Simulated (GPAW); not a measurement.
# Magnetic state of MnGa3As4 (GaAs16x211 Mn2 nn) from several starts

Does MnGa3As4 (GaAs16x211 Mn2 nn) prefer parallel or opposed moments, or none?

Calculated with GPAW 26.7.0; PBE with U = 4 eV on Mn d; plane waves with GPAW's PAW setups, scalar-relativistic.

## (1) Set-up

The structure is tetragonal, space group P-4m2 (No. 115). The conventional cell has a = 3.997 Å, b = 3.997 Å, c = 11.306 Å, α = 90.00°, β = 90.00°, γ = 90.00°. Nearest to Mn lie 4 As at 2.45 Å. Nearest to As lie 2 Mn at 2.45 Å and 2 Ga at 2.45 Å. Ga has 4 As at 2.45 Å nearest. As has 4 Ga at 2.45 Å nearest. Nearest to Ga lie 4 As at 2.45 Å. substitutional dopants on the host's lattice, its constants typed without a cited source, atoms not relaxed. Farther neighbours are not listed.

The cell is a made-up one and need not be a known phase.

## (2) Order 1, typed as ferro ++

Parallel moments need no larger cell; this start tests for a ferromagnetic state only. A Hubbard term is added for the open shell, at a value in common use.

order1.py reads:

```python
import json
import numpy as np
from ase import Atoms
from ase.parallel import paropen, parprint
from gpaw import GPAW

atoms = Atoms(['Mn', 'As', 'Mn', 'As', 'Ga', 'As', 'Ga', 'As', 'Ga', 'As', 'Ga', 'As', 'Ga', 'As', 'Ga', 'As'],
    cell=[[11.306, 0.0, 0.0],
         [0.0, 5.653, 0.0],
         [0.0, 0.0, 5.653]],
    scaled_positions=[[0.0, 0.0, 0.0],
         [0.125, 0.25, 0.25],
         [0.0, 0.5, 0.5],
         [0.125, 0.75, 0.75],
         [0.25, 0.0, 0.5],
         [0.375, 0.25, 0.75],
         [0.25, 0.5, 0.0],
         [0.375, 0.75, 0.25],
         [0.5, 0.0, 0.0],
         [0.625, 0.25, 0.25],
         [0.5, 0.5, 0.5],
         [0.625, 0.75, 0.75],
         [0.75, 0.0, 0.5],
         [0.875, 0.25, 0.75],
         [0.75, 0.5, 0.0],
         [0.875, 0.75, 0.25]],
    pbc=True,
    magmoms=[4.5, 0.0, 4.5, 0.0, 0.0, 0.0, 0.0, 0.0, 0.0, 0.0, 0.0, 0.0, 0.0, 0.0, 0.0, 0.0])
atoms.calc = GPAW(mode={'name': 'pw', 'ecut': 450},
    xc='PBE',
    kpts={'size': (3, 5, 5), 'gamma': True},
    occupations={'name': 'fermi-dirac', 'width': 0.05},
    convergence={'density': 1e-05, 'energy': 1e-05},
    maxiter=200,
    mixer={'name': 'pulay', 'beta': 0.05, 'nmaxold': 6, 'weight': 50},
    setups={'Mn': ':d,4.0'},
    symmetry={'tolerance': 1e-4},
    txt='order1.txt')
e = atoms.get_potential_energy(force_consistent=True)
res = {'free_energy': e, 'energy_sigma0': atoms.get_potential_energy(), 'fermi_energy': atoms.calc.get_fermi_level()}
res['moments'] = atoms.get_magnetic_moments().tolist()
res['total'] = atoms.get_magnetic_moment()
parprint('site moments (muB):', np.round(res['moments'], 3))
parprint(f"total moment: {res['total']:.3f} muB")
parprint(f'free energy: {e:.6f} eV')
atoms.calc.write('order1.gpw')
with paropen('results.json', 'w') as f:
    json.dump(res, f)
```

Started as:

```sh
$ OMP_NUM_THREADS=1 mpirun -n 4 gpaw python order1.py > order1.log
```

The next run changes these lines of the input before it:

```diff
@@ -27,3 +27,3 @@
     pbc=True,
-    magmoms=[4.5, 0.0, 4.5, 0.0, 0.0, 0.0, 0.0, 0.0, 0.0, 0.0, 0.0, 0.0, 0.0, 0.0, 0.0, 0.0])
+    magmoms=[4.5, 0.0, -4.5, 0.0, 0.0, 0.0, 0.0, 0.0, 0.0, 0.0, 0.0, 0.0, 0.0, 0.0, 0.0, 0.0])
 atoms.calc = GPAW(mode={'name': 'pw', 'ecut': 450},
@@ -37,3 +37,3 @@
     symmetry={'tolerance': 1e-4},
-    txt='order1.txt')
+    txt='order2.txt')
 e = atoms.get_potential_energy(force_consistent=True)
@@ -45,3 +45,3 @@
 parprint(f'free energy: {e:.6f} eV')
-atoms.calc.write('order1.gpw')
+atoms.calc.write('order2.gpw')
 with paropen('results.json', 'w') as f:
```

What does the calculation give for the largest site moment and next state?

The site moments add up to 7.81 μB, near the cell's 8.01 μB; the rest lies between the atoms. Symmetry leaves 5 kinds of site among the 16 atoms, and equivalent atoms carry values of equal size. The lowest state found is ferromagnetic, reached from the start ferro ++, with moments up to 4.20 μB.

```
lowest state found  : ferromagnetic (started as ferro ++)
largest site moment : 4.20 μB
next state          : antiferromagnetic, 256 meV a seeded atom higher
```

The next state costs 256 meV a seeded atom. This is the lowest of 2 finished starts, no proof of the ground state.

[Logs and program files are shortened in this print: banners, set-up blocks, solver, clock and traceback lines can be left out without a mark of their own.]

[Logs are printed without paths, hosts, clocks, repeated set-up lines and the standing remarks that a program may print on its own settings, such as how far it seeks lower states.]

[Hosts, paths, dates, database ids (printed as entryN), source tags and the programs' standing remarks are cut or masked in the printed files.]

[Where a cell is said to come from a database of computed structures, the database is the Materials Project.]
